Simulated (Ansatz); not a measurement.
# Y (P6_3/mmc, 2 atoms in the cell): modes against uniaxial strain along c, part 2 of 2

Aim: how do the optical modes of Y (P6_3/mmc, 2 atoms in the cell) shift and split under this strain?

Ansatz 0.2.0; DFT LDA, scalar-relativistic, plane waves, PAW; PAW set soft_1.

So far. Step 4 (Tight relaxation): The forces vanish by symmetry and the pressure is 0.002 GPa, within the tolerances set. The cell now holds 29.91 Å³/atom.

## Step 5: Zone-centre response at rest

The force constants come from the linear response of the density to a displacement.

The modes at rest are the reference of the series.

Contents of input.yaml:

```yaml
crystal:
  lattice:
    - [3.5423334127, 0.0, 0.0]
    - [-1.7711667064, 3.0677507241, 0.0]
    - [0.0, 0.0, 5.5055929326]
  atoms:
    - { symbol: "Y", position: [0.3333333333, 0.6666666667, 0.25] }
    - { symbol: "Y", position: [0.6666666667, 0.3333333333, 0.75] }
kpoints:
  mp_grid: { grid: [15, 15, 8] }
hamiltonian:
  xc: lda
  pseudopotentials: { kind: paw, azcp: { folder: soft_1 }, xc_functional: pbe }
scf:
  occupations: { method: methfessel_paxton, width: 0.2 }
output:
  eigenvalues: true
phonons:
  method: dfpt
```

Started as:

```sh
$ ansatz run input.yaml --threads 4 --pin off --max-ram 10240MiB --backend cpu --events-out ev --progress --plain --runs-dir out
```

Numbers of over 12 decimals in the logs are rounded to 6 here.

What it wrote:

```text
zone centre: on kpoints.mp_grid the ground state, and the responses unless they are solved on pairs of k-points, stand on 320 of the mesh's 1800 k-points, reduced under 4 symmetry operations, with k and −k counted as one. Each operation leaves every solved displacement unchanged or reverses it
[...]
Crystal: 2 atoms, lattice volume = 59.829 Å³
Basis set: ecut = 420 eV, 1153 PW (Γ), exchange–correlation on 48×48×80 points (8 copies of the dense FFT grid, shifted against one another)
Bands: 15, of which v1, the nominal top of the filled ones, is band 11 counted from 1 (10 counted from 0)
Symmetry: 24 space group operations
k-points: 320 of 1800 (irreducible under 4 space group operations, time reversal used)
[...]
SCF iter   1: F=—  HF=-7491.202096 eV  |F-HF|=—  |Δ(HF+E_count)|=         —  Δρ=1.22e-2  dr2=1.39e-1  ethr=3.10e-3  ⟨swp⟩=4.4  Hψ=20442  notcnv=0
[...]
SCF iter   8: F=-7491.151551 eV  HF=-7491.151551 eV  |F-HF|=1.82e-12  |Δ(HF+E_count)|=  1.22e-10  S|Δr|=    0.00e0  Δρ=1.15e-7  dr2=6.39e-12  ethr=1.00e-12  ⟨swp⟩=5.0  Hψ=21853  notcnv=0
SCF 1 converged in 8 iterations: F = -7491.151551 eV  dr2 = 6.39e-12
[...]
DFPT response loops at Γ: preconditioner auto → Kerker (q_TF=auto, 2.309 Å⁻¹) (partly filled bands, converged f_vac=0.000); β = 1.00, the filter's whole step (`scf.mixing.beta` (0.50) is not read by the response loops under this deck's `scf.mixing.preconditioner`; to damp them name `kerker` or `kerker_dos`, under which they read `scf.mixing.beta`, and type it under 1.00, their step now; both keys bind the ground state too); Broyden in place of MSR1
SCF converged after 8 iterations
[...]
Free energy (F): -7491.151551 eV
[...]
Internal energy: -7491.150166 eV  (E = F + TS)
E sigma→0 (E₀):  -7491.151205 eV
Entropy (-TS):   -0.001384 eV (-0.692 meV/atom)
Fermi energy:    10.222055 eV
[...]
--- Band table (eV; the first three rows and the last of 320) ---
  k-point 0: bands = [... 7 lower, -11.7368, 5.4424, 8.2170, 11.5510, 11.9791, 11.9791, 12.4067, 12.6751]
  k-point 1: bands = [... 7 lower, -11.7711, 5.5579, 8.1734, 11.4005, 11.9060, 11.9060, 12.2952, 12.5699]
  k-point 2: bands = [... 7 lower, -11.8097, 5.8908, 7.9902, 11.1316, 11.8034, 11.8034, 11.9939, 12.3276]
  k-point 319: bands = [... 7 lower, -11.8921, 8.8303, 8.8303, 10.3874, 10.3874, 11.0077, 11.0077, 12.8567]
--- Phonons (Γ-DFPT): 2 representative perturbations + reference, on 320 of 1800 k-points (Σ response iterations 6) ---
  k mesh reduced under 4 symmetry operations, with k and −k counted as one. Each operation leaves every solved displacement unchanged or reverses it
  ASR residual: 2.947e-5 → 0.000e0 eV/Å²; symmetrization residual: 1.604e-10 eV/Å²
  ASR residual per site (eV/Å²): 2.95e-5 2.95e-5
  Γ frequencies (cm⁻¹): 0.00 0.00 0.00 89.04 89.04 153.05
  non-analytic LO–TO correction: not included (Born effective charges unavailable; polar crystals: no LO–TO splitting at Γ)
```

Wall time 35 s (4 threads of AMD EPYC (Zen 3), shared host); peak memory 1.1 GiB.

Reading the cycles: dr2 is the Hartree energy of the density residual (eV), the measure of convergence; HF is the Harris–Foulkes estimate of the energy, which meets the free energy F at convergence.

This step gave:

```
sum-rule residual before enforcement                    : 2.95e-5 eV/Å²
point group                                             : 6/mmm
highest optical mode at the zone centre (no LO-TO term) : 153.1 cm⁻¹
lowest optical zone-centre mode                         : 89.04 cm⁻¹
```

Patterns of degenerate modes are one choice out of their space. Modes at Γ:

```
mode  frequency (cm⁻¹)  symmetry
   1               0.0  acoustic
   2               0.0  acoustic
   3               0.0  acoustic
   4              89.0       E2g
   5              89.0       E2g
   6             153.1       B1g
```

Displacements in mode 5 (89.0 cm⁻¹), the largest set to 1:
```
Y1   0.00 -1.00  0.00
Y2   0.00  1.00  0.00
```

Displacements in mode 6 (153.1 cm⁻¹), the largest set to 1:
```
Y1   0.00  0.00  1.00
Y2   0.00  0.00 -1.00
```

Before it was imposed, the acoustic sum rule was missed by 2.9e-5 eV/Å². Small misses are needed for a sound result but don't prove that mesh and cutoff are converged. The lowest optical mode is real, 89.0 cm⁻¹.

## Step 6: A member of the series: uniaxial strain of +4 % along c

The cell takes a uniaxial strain of +4 % along c. The strained length and the angles are held, while the rest of the cell and the atoms relax.

input.yaml, the sections that differ from step 5:

```yaml
crystal:
  lattice:
    - [3.5129292229, 0.0, 0.0]
    - [-1.7564646114, 3.0422859487, 0.0]
    - [0.0, 0.0, 5.7258166499]
  atoms:
    - { symbol: "Y", position: [0.3333333331, 0.6666666669, 0.25] }
    - { symbol: "Y", position: [0.6666666669, 0.3333333331, 0.75] }
output:
  forces: true
  stress: true
  eigenvalues: true
relax:
  adjacent_minimum: "off"
  f_tol: 0.001
  max_steps: 60
  cell: { stress_tol: 0.01, fix: [c, angles] }
# kpoints, hamiltonian, scf: as in step 5
# phonons: removed
```

What it wrote:

```text
[...]
k-point 319: bands = [... 7 lower, -12.1972, 8.2332, 8.2332, 9.9717, 9.9717, 11.6399, 11.6399, 13.0591]
--- Relaxed structure (3 steps of the walk, 3 accepted, 1 SCFs on fresh bases) ---
[...]
cell:  # Å, volume = 60.8530 Å³
    - [3.503136, -2.8786987212929532e-11, 0.0]
    - [-1.751568, 3.033805, 0.0]
    - [0.0, 0.0, 5.7258166499]
  atoms:
    - { symbol: Y, position: [0.333333, 0.666667, 0.25] }
    - { symbol: Y, position: [0.666667, 0.333333, 0.75] }
[key lines of the parts left out:]
SCF converged after 5 iterations
Free energy (F): -7491.131740 eV
Fermi energy:    10.036107 eV
P = ⅓ Tr σ = -0.8716 GPa (-8.716 kbar)
```

It took 27 s on 4 threads; peak memory 0.59 GiB; 94 s of CPU time.

Relaxation path:

| step | energy less that of the first step (eV) | largest force component (eV/Å) | pressure (GPa) | volume (Å³) |
| --- | --- | --- | --- | --- |
| 1 | 0.0000 | 0.0000 | -1.09 | 61.19 |
| 2 | -0.0003 | 0.0000 | -0.90 | 60.90 |
| 3 | -0.0003 | 0.0000 | -0.87 | 60.85 |
| 4* | -0.0003 | 0.0000 | -0.87 | 60.85 |

Relaxation steps marked * repeat the geometry before them on a plane-wave basis chosen anew for their cell, so energy and pressure can jump there.

```
conventional cell, symmetrised  before  after  change
                         a (Å)   3.513  3.503  -0.3 %
                         b (Å)   3.513  3.503  -0.3 %
                         c (Å)   5.726  5.726  -0.0 %
              volume (Å³/atom)   30.60  30.43  -0.6 %
```

The relaxed structure:

```cif
data_structure
_symmetry_space_group_name_H-M 'P 1'
_symmetry_Int_Tables_number 1
_cell_length_a 3.5031
_cell_length_b 3.5031
_cell_length_c 5.7258
_cell_angle_alpha 90.000
_cell_angle_beta 90.000
_cell_angle_gamma 120.000
_cell_volume 60.85
loop_
_atom_site_label
_atom_site_type_symbol
_atom_site_fract_x
_atom_site_fract_y
_atom_site_fract_z
_atom_site_occupancy
Y1 Y 0.33333 0.66667 0.25000 1
Y2 Y 0.66667 0.33333 0.75000 1
```

Numbers from this step:

- pressure: -0.8716 GPa
- volume per atom: 30.43 Å³

The forces vanish by symmetry.

The cell shrank by 0.6 % in volume.

## Step 7: Modes of this member: uniaxial strain of +4 % along c

The zone-centre modes follow for uniaxial strain of +4 % along c.

input.yaml, the sections that differ from step 6:

```yaml
crystal:
  lattice:
    - [3.5031358204, 0.0, 0.0]
    - [-1.7515679102, 3.0338046134, 0.0]
    - [0.0, 0.0, 5.7258166499]
  atoms:
    - { symbol: "Y", position: [0.3333333322, 0.6666666678, 0.25] }
    - { symbol: "Y", position: [0.6666666678, 0.3333333322, 0.75] }
output:
  eigenvalues: true
phonons:
  method: dfpt
# kpoints, hamiltonian, scf: as in step 6
# relax: removed
```

What it wrote:

```text
[...]
Crystal: 2 atoms, lattice volume = 60.853 Å³
Basis set: ecut = 420 eV, 1165 PW (Γ), exchange–correlation on 48×48×80 points (8 copies of the dense FFT grid, shifted against one another)
Bands: 15, of which v1, the nominal top of the filled ones, is band 11 counted from 1 (10 counted from 0)
Symmetry: 24 space group operations
k-points: 320 of 1800 (irreducible under 4 space group operations, time reversal used)
[...]
SCF iter   1: F=—  HF=-7491.181228 eV  |F-HF|=—  |Δ(HF+E_count)|=         —  Δρ=1.18e-2  dr2=1.35e-1  ethr=3.10e-3  ⟨swp⟩=4.5  Hψ=20304  notcnv=0
[...]
SCF iter   8: F=-7491.131740 eV  HF=-7491.131740 eV  |F-HF|=4.55e-12  |Δ(HF+E_count)|=  9.46e-11  S|Δr|=    0.00e0  Δρ=1.14e-7  dr2=6.57e-12  ethr=1.00e-12  ⟨swp⟩=4.8  Hψ=22252  notcnv=0
SCF 1 converged in 8 iterations: F = -7491.131740 eV  dr2 = 6.57e-12
[...]
SCF converged after 8 iterations
[...]
Free energy (F): -7491.131740 eV
[...]
Internal energy: -7491.126813 eV  (E = F + TS)
E sigma→0 (E₀):  -7491.130508 eV
Entropy (-TS):   -0.004927 eV (-2.464 meV/atom)
Fermi energy:    10.036108 eV
[...]
--- Band table (eV; the first three rows and the last of 320) ---
  k-point 0: bands = [... 7 lower, -12.0205, 5.2560, 7.9752, 10.9496, 11.8047, 11.8513, 11.8513, 12.4296]
  k-point 1: bands = [... 7 lower, -12.0272, 5.3610, 7.9115, 10.8442, 11.7104, 11.8102, 11.8102, 12.3547]
  k-point 2: bands = [... 7 lower, -12.0373, 5.6644, 7.6839, 10.6676, 11.4578, 11.7483, 11.7483, 12.1753]
  k-point 319: bands = [... 7 lower, -12.1598, 8.6383, 8.6383, 10.1739, 10.1739, 10.8074, 10.8074, 12.6261]
[...]
ASR residual: 2.140e-5 → 0.000e0 eV/Å²; symmetrization residual: 8.304e-14 eV/Å²
  ASR residual per site (eV/Å²): 2.14e-5 2.14e-5
  Γ frequencies (cm⁻¹): 0.00 0.00 0.00 78.25 78.25 123.64
[...]
```

Wall time 41 s (4 threads); peak memory 1.1 GiB; 2 min of CPU time.

Numbers from this step:

```yaml
sum_rule_residual_before_enforcement: 2.14e-5 eV/Å²
highest_optical_mode_at_the_zone_centre_no_lo_to_term: 123.6 cm⁻¹
lowest_optical_zone_centre_mode: 78.25 cm⁻¹
```

Patterns of degenerate modes are one choice out of their space. Modes at Γ:

```csv
mode,frequency (cm⁻¹),symmetry
1,0.0,acoustic
2,0.0,acoustic
3,0.0,acoustic
4,78.2,E2g
5,78.2,E2g
6,123.6,B1g
```

The lowest optical mode is real, 78.2 cm⁻¹, and the highest lies at 123.6 cm⁻¹.

Between step 5 and this run (strain 4 %) the value for the highest optical mode at the zone centre (no LO-TO term) moves from 153 cm⁻¹ to 124 cm⁻¹ (-19 %).

## Step 8: Relaxation of a member: uniaxial strain of -4 % along c

The cell takes a uniaxial strain of -4 % along c. The strained length and the angles are held, while the rest of the cell and the atoms relax.

input.yaml, the sections that differ from step 7:

```yaml
crystal:
  lattice:
    - [3.5705082005, 0.0, 0.0]
    - [-1.7852541003, 3.092150806, 0.0]
    - [0.0, 0.0, 5.2853692154]
  atoms:
    - { symbol: "Y", position: [0.3333334292, 0.6666665708, 0.25] }
    - { symbol: "Y", position: [0.6666665708, 0.3333334292, 0.75] }
output:
  forces: true
  stress: true
  eigenvalues: true
relax:
  adjacent_minimum: "off"
  f_tol: 0.001
  max_steps: 60
  cell: { stress_tol: 0.01, fix: [c, angles] }
# kpoints, hamiltonian, scf: as in step 7
# phonons: removed
```

What it wrote:

```text
[...]
k-point 319: bands = [... 7 lower, -11.6296, 8.6483, 8.6483, 10.6091, 10.6091, 12.1741, 12.1741, 13.2203]
--- Relaxed structure (2 steps of the walk, 2 accepted, 1 SCFs on fresh bases) ---
[...]
cell:  # Å, volume = 58.6621 Å³
    - [3.579940, 2.894380907524122e-11, 0.0]
    - [-1.789970, 3.100319, 0.0]
    - [0.0, 0.0, 5.2853692154]
  atoms:
    - { symbol: Y, position: [0.333333, 0.666667, 0.250000] }
    - { symbol: Y, position: [0.666667, 0.333333, 0.75] }
[key lines of the parts left out:]
SCF converged after 5 iterations
Free energy (F): -7491.128015 eV
Fermi energy:    10.429283 eV
P = ⅓ Tr σ = 1.0622 GPa (10.622 kbar)
```

Run time: 23 s. Hardware: 4 threads; peak memory 0.57 GiB.

Step by step:

```
step  energy less that of the first step (eV)  largest force component (eV/Å)  pressure (GPa)  volume (Å³)
   1                                   0.0000                          0.0000            1.31        58.35
   2                                  -0.0003                          0.0000            1.06        58.66
  3*                                  -0.0003                          0.0000            1.06        58.66
```

Relaxation steps marked * repeat the geometry before them on a plane-wave basis chosen anew for their cell, so energy and pressure can jump there.

```csv
"conventional cell, symmetrised",before,after,change
a (Å),3.571,3.580,+0.3 %
b (Å),3.571,3.580,+0.3 %
c (Å),5.285,5.285,+0.0 %
volume (Å³/atom),29.18,29.33,+0.5 %
```

The relaxed structure:

```cif
data_structure
_symmetry_space_group_name_H-M 'P 1'
_symmetry_Int_Tables_number 1
_cell_length_a 3.5799
_cell_length_b 3.5799
_cell_length_c 5.2854
_cell_angle_alpha 90.000
_cell_angle_beta 90.000
_cell_angle_gamma 120.000
_cell_volume 58.66
loop_
_atom_site_label
_atom_site_type_symbol
_atom_site_fract_x
_atom_site_fract_y
_atom_site_fract_z
_atom_site_occupancy
Y1 Y 0.33333 0.66667 0.25000 1
Y2 Y 0.66667 0.33333 0.75000 1
```

This step gave:

```
pressure        : 1.062 GPa
volume per atom : 29.33 Å³
```

The largest force component left is 0.0018 meV/Å.

## Step 9: Zone-centre modes of the member: uniaxial strain of -4 % along c

The zone-centre modes follow for uniaxial strain of -4 % along c.

input.yaml, the sections that differ from step 8:

```yaml
crystal:
  lattice:
    - [3.5799403402, 0.0, 0.0]
    - [-1.7899701701, 3.1003192786, 0.0]
    - [0.0, 0.0, 5.2853692154]
  atoms:
    - { symbol: "Y", position: [0.3333332229, 0.6666667771, 0.25] }
    - { symbol: "Y", position: [0.6666667771, 0.3333332229, 0.75] }
output:
  eigenvalues: true
phonons:
  method: dfpt
# kpoints, hamiltonian, scf: as in step 8
# relax: removed
```

What it wrote:

```text
[...]
Crystal: 2 atoms, lattice volume = 58.662 Å³
Basis set: ecut = 420 eV, 1139 PW (Γ), exchange–correlation on 48×48×72 points (8 copies of the dense FFT grid, shifted against one another)
Bands: 15, of which v1, the nominal top of the filled ones, is band 11 counted from 1 (10 counted from 0)
Symmetry: 24 space group operations
[...]
k-point 1: bands = [... 7 lower, -11.4562, 5.7964, 8.4402, 12.0046, 12.0046, 12.0498, 12.8086, 12.8086]
  k-point 2: bands = [... 7 lower, -11.5412, 6.1622, 8.3161, 11.6699, 11.8538, 11.8538, 12.4900, 12.4900]
  k-point 319: bands = [... 7 lower, -11.5797, 9.0703, 9.0703, 10.6412, 10.6412, 11.2632, 11.2632, 13.1067]
[...]
ASR residual: 3.609e-5 → 0.000e0 eV/Å²; symmetrization residual: 1.963e-13 eV/Å²
  ASR residual per site (eV/Å²): 3.61e-5 3.61e-5
  Γ frequencies (cm⁻¹): 0.00 0.00 0.00 95.92 95.92 183.10
[...]
[key lines of the parts left out:]
SCF converged after 8 iterations
Free energy (F): -7491.128015 eV
Fermi energy:    10.429283 eV
```

Wall time 40 s (4 threads); peak memory 1.1 GiB; 1.9 min of CPU time.

Numbers from this step:

```
sum-rule residual before enforcement                    : 3.61e-5 eV/Å²
highest optical mode at the zone centre (no LO-TO term) : 183.1 cm⁻¹
lowest optical zone-centre mode                         : 95.92 cm⁻¹
```

Patterns of degenerate modes are one choice out of their space. Modes at Γ:

```csv
mode,frequency (cm⁻¹),symmetry
1,0.0,acoustic
2,0.0,acoustic
3,0.0,acoustic
4,95.9,E2g
5,95.9,E2g
6,183.1,B1g
```

Displacements in mode 5 (95.9 cm⁻¹), the largest set to 1:
```
Y1   0.00  1.00  0.00
Y2   0.00 -1.00  0.00
```

Displacements in mode 6 (183.1 cm⁻¹), the largest set to 1:
```
Y1   0.00  0.00  1.00
Y2   0.00  0.00 -1.00
```

The lowest optical mode is real, 95.9 cm⁻¹, and the highest lies at 183.1 cm⁻¹.

Between step 5 and this run (strain -4 %) the value for the highest optical mode at the zone centre (no LO-TO term) moves from 153 cm⁻¹ to 183 cm⁻¹ (+20 %).

## Step 10: The series together

The members are set side by side, also those not shown above.

Stress is positive in compression; energies are extrapolated to zero smearing, and E0 is that at rest; the edges not held and the atoms are relaxed in each cell; all runs use 15×15×8 k points and Methfessel-Paxton smearing of 0.2 eV. State of the crystal along the series:

```
strain (%)  stress along the axis (GPa)  free strain along a (%)  free strain along b (%)  E - E0 (meV/atom)
        -4                        3.197                    1.062                    1.062              11.39
        -3                        2.348                   0.7954                   0.7954              6.146
        -2                        1.531                   0.5288                   0.5288              2.563
        -1                       0.7462                   0.2695                   0.2695             0.5504
         0                      0.00482                        0                        0                  0
         1                      -0.6978                  -0.2738                  -0.2738             0.7982
         2                       -1.366                  -0.5515                  -0.5515              2.841
         3                       -2.004                  -0.8301                  -0.8301              6.045
         4                       -2.615                   -1.107                   -1.107              10.35
```

Optical modes are counted from below at rest and tracked from member to member by their patterns, and modes that stay within 0.3 cm⁻¹ of each other stand once; labels, where given, are those at rest; the edges not held and the atoms are relaxed in each cell; all runs use 15×15×8 k points and Methfessel-Paxton smearing of 0.2 eV. Optical modes along the series:

| strain (%) | optical mode 1 E2g (cm⁻¹) | optical mode 2 B1g (cm⁻¹) |
| --- | --- | --- |
| -4 | 95.92 | 183.1 |
| -3 | 95.2 | 176.1 |
| -2 | 93.77 | 168.7 |
| -1 | 91.67 | 160.9 |
| 0 | 89.04 | 153.1 |
| 1 | 86.15 | 145.3 |
| 2 | 83.29 | 137.7 |
| 3 | 80.62 | 130.5 |
| 4 | 78.25 | 123.6 |

Value and slope at zero strain of a cubic (a lower polynomial where under five rows exist) through the rows within 2 % of rest. Slopes at rest:

```
              mode  frequency (cm⁻¹)  shift per percent of strain (cm⁻¹)  shift per GPa of compressive stress (cm⁻¹)
optical mode 1 E2g                89                               -2.81                                        3.89
optical mode 2 B1g             153.1                               -7.85                                       10.89
```

## Step 11: Results

```yaml
members: 9
highest_optical_mode_at_the_zone_centre_no_lo_to_term_at_rest: 153.1 cm⁻¹
young_s_modulus_along_c: 72.1 GPa
optical_mode_1_e2g_shift_per_percent: -2.81 cm⁻¹
optical_mode_2_b1g_shift_per_percent: -7.85 cm⁻¹
```

In words: The stress changes by 0.72 GPa for each percent, a Young’s modulus of 72 GPa along c. For each percent the free edge responds with -0.27 %. The fastest shift in the table of slopes is -7.8 cm⁻¹ for each percent (optical mode 2 B1g), or 10.9 cm⁻¹ for each GPa of compressive stress. For small strain, the measured shift of a line that Raman or infrared light can see, divided by its slope, estimates the stress, if the state of stress is of this kind. These are harmonic frequencies at zero temperature: anharmonic shifts, linewidths and thermal expansion are left out. With no gap, or one that is small against the smearing, the frequencies hang on the k mesh and the smearing, most of all near Kohn anomalies. The PAW files were made for PBE; the program adapts parts of them to the functional of the run, but their partial waves stay those of PBE, an approximation that was not tested in this session. Only the zone centre was solved, so an instability at another wavevector cannot show here.

[Logs are printed without paths, hosts, clocks, repeated set-up lines and the standing remarks that a program may print on its own settings, such as how far it seeks lower states.]

[Hosts, paths, dates, database ids (printed as entryN), source tags and the programs' standing remarks are cut or masked in the printed files.]
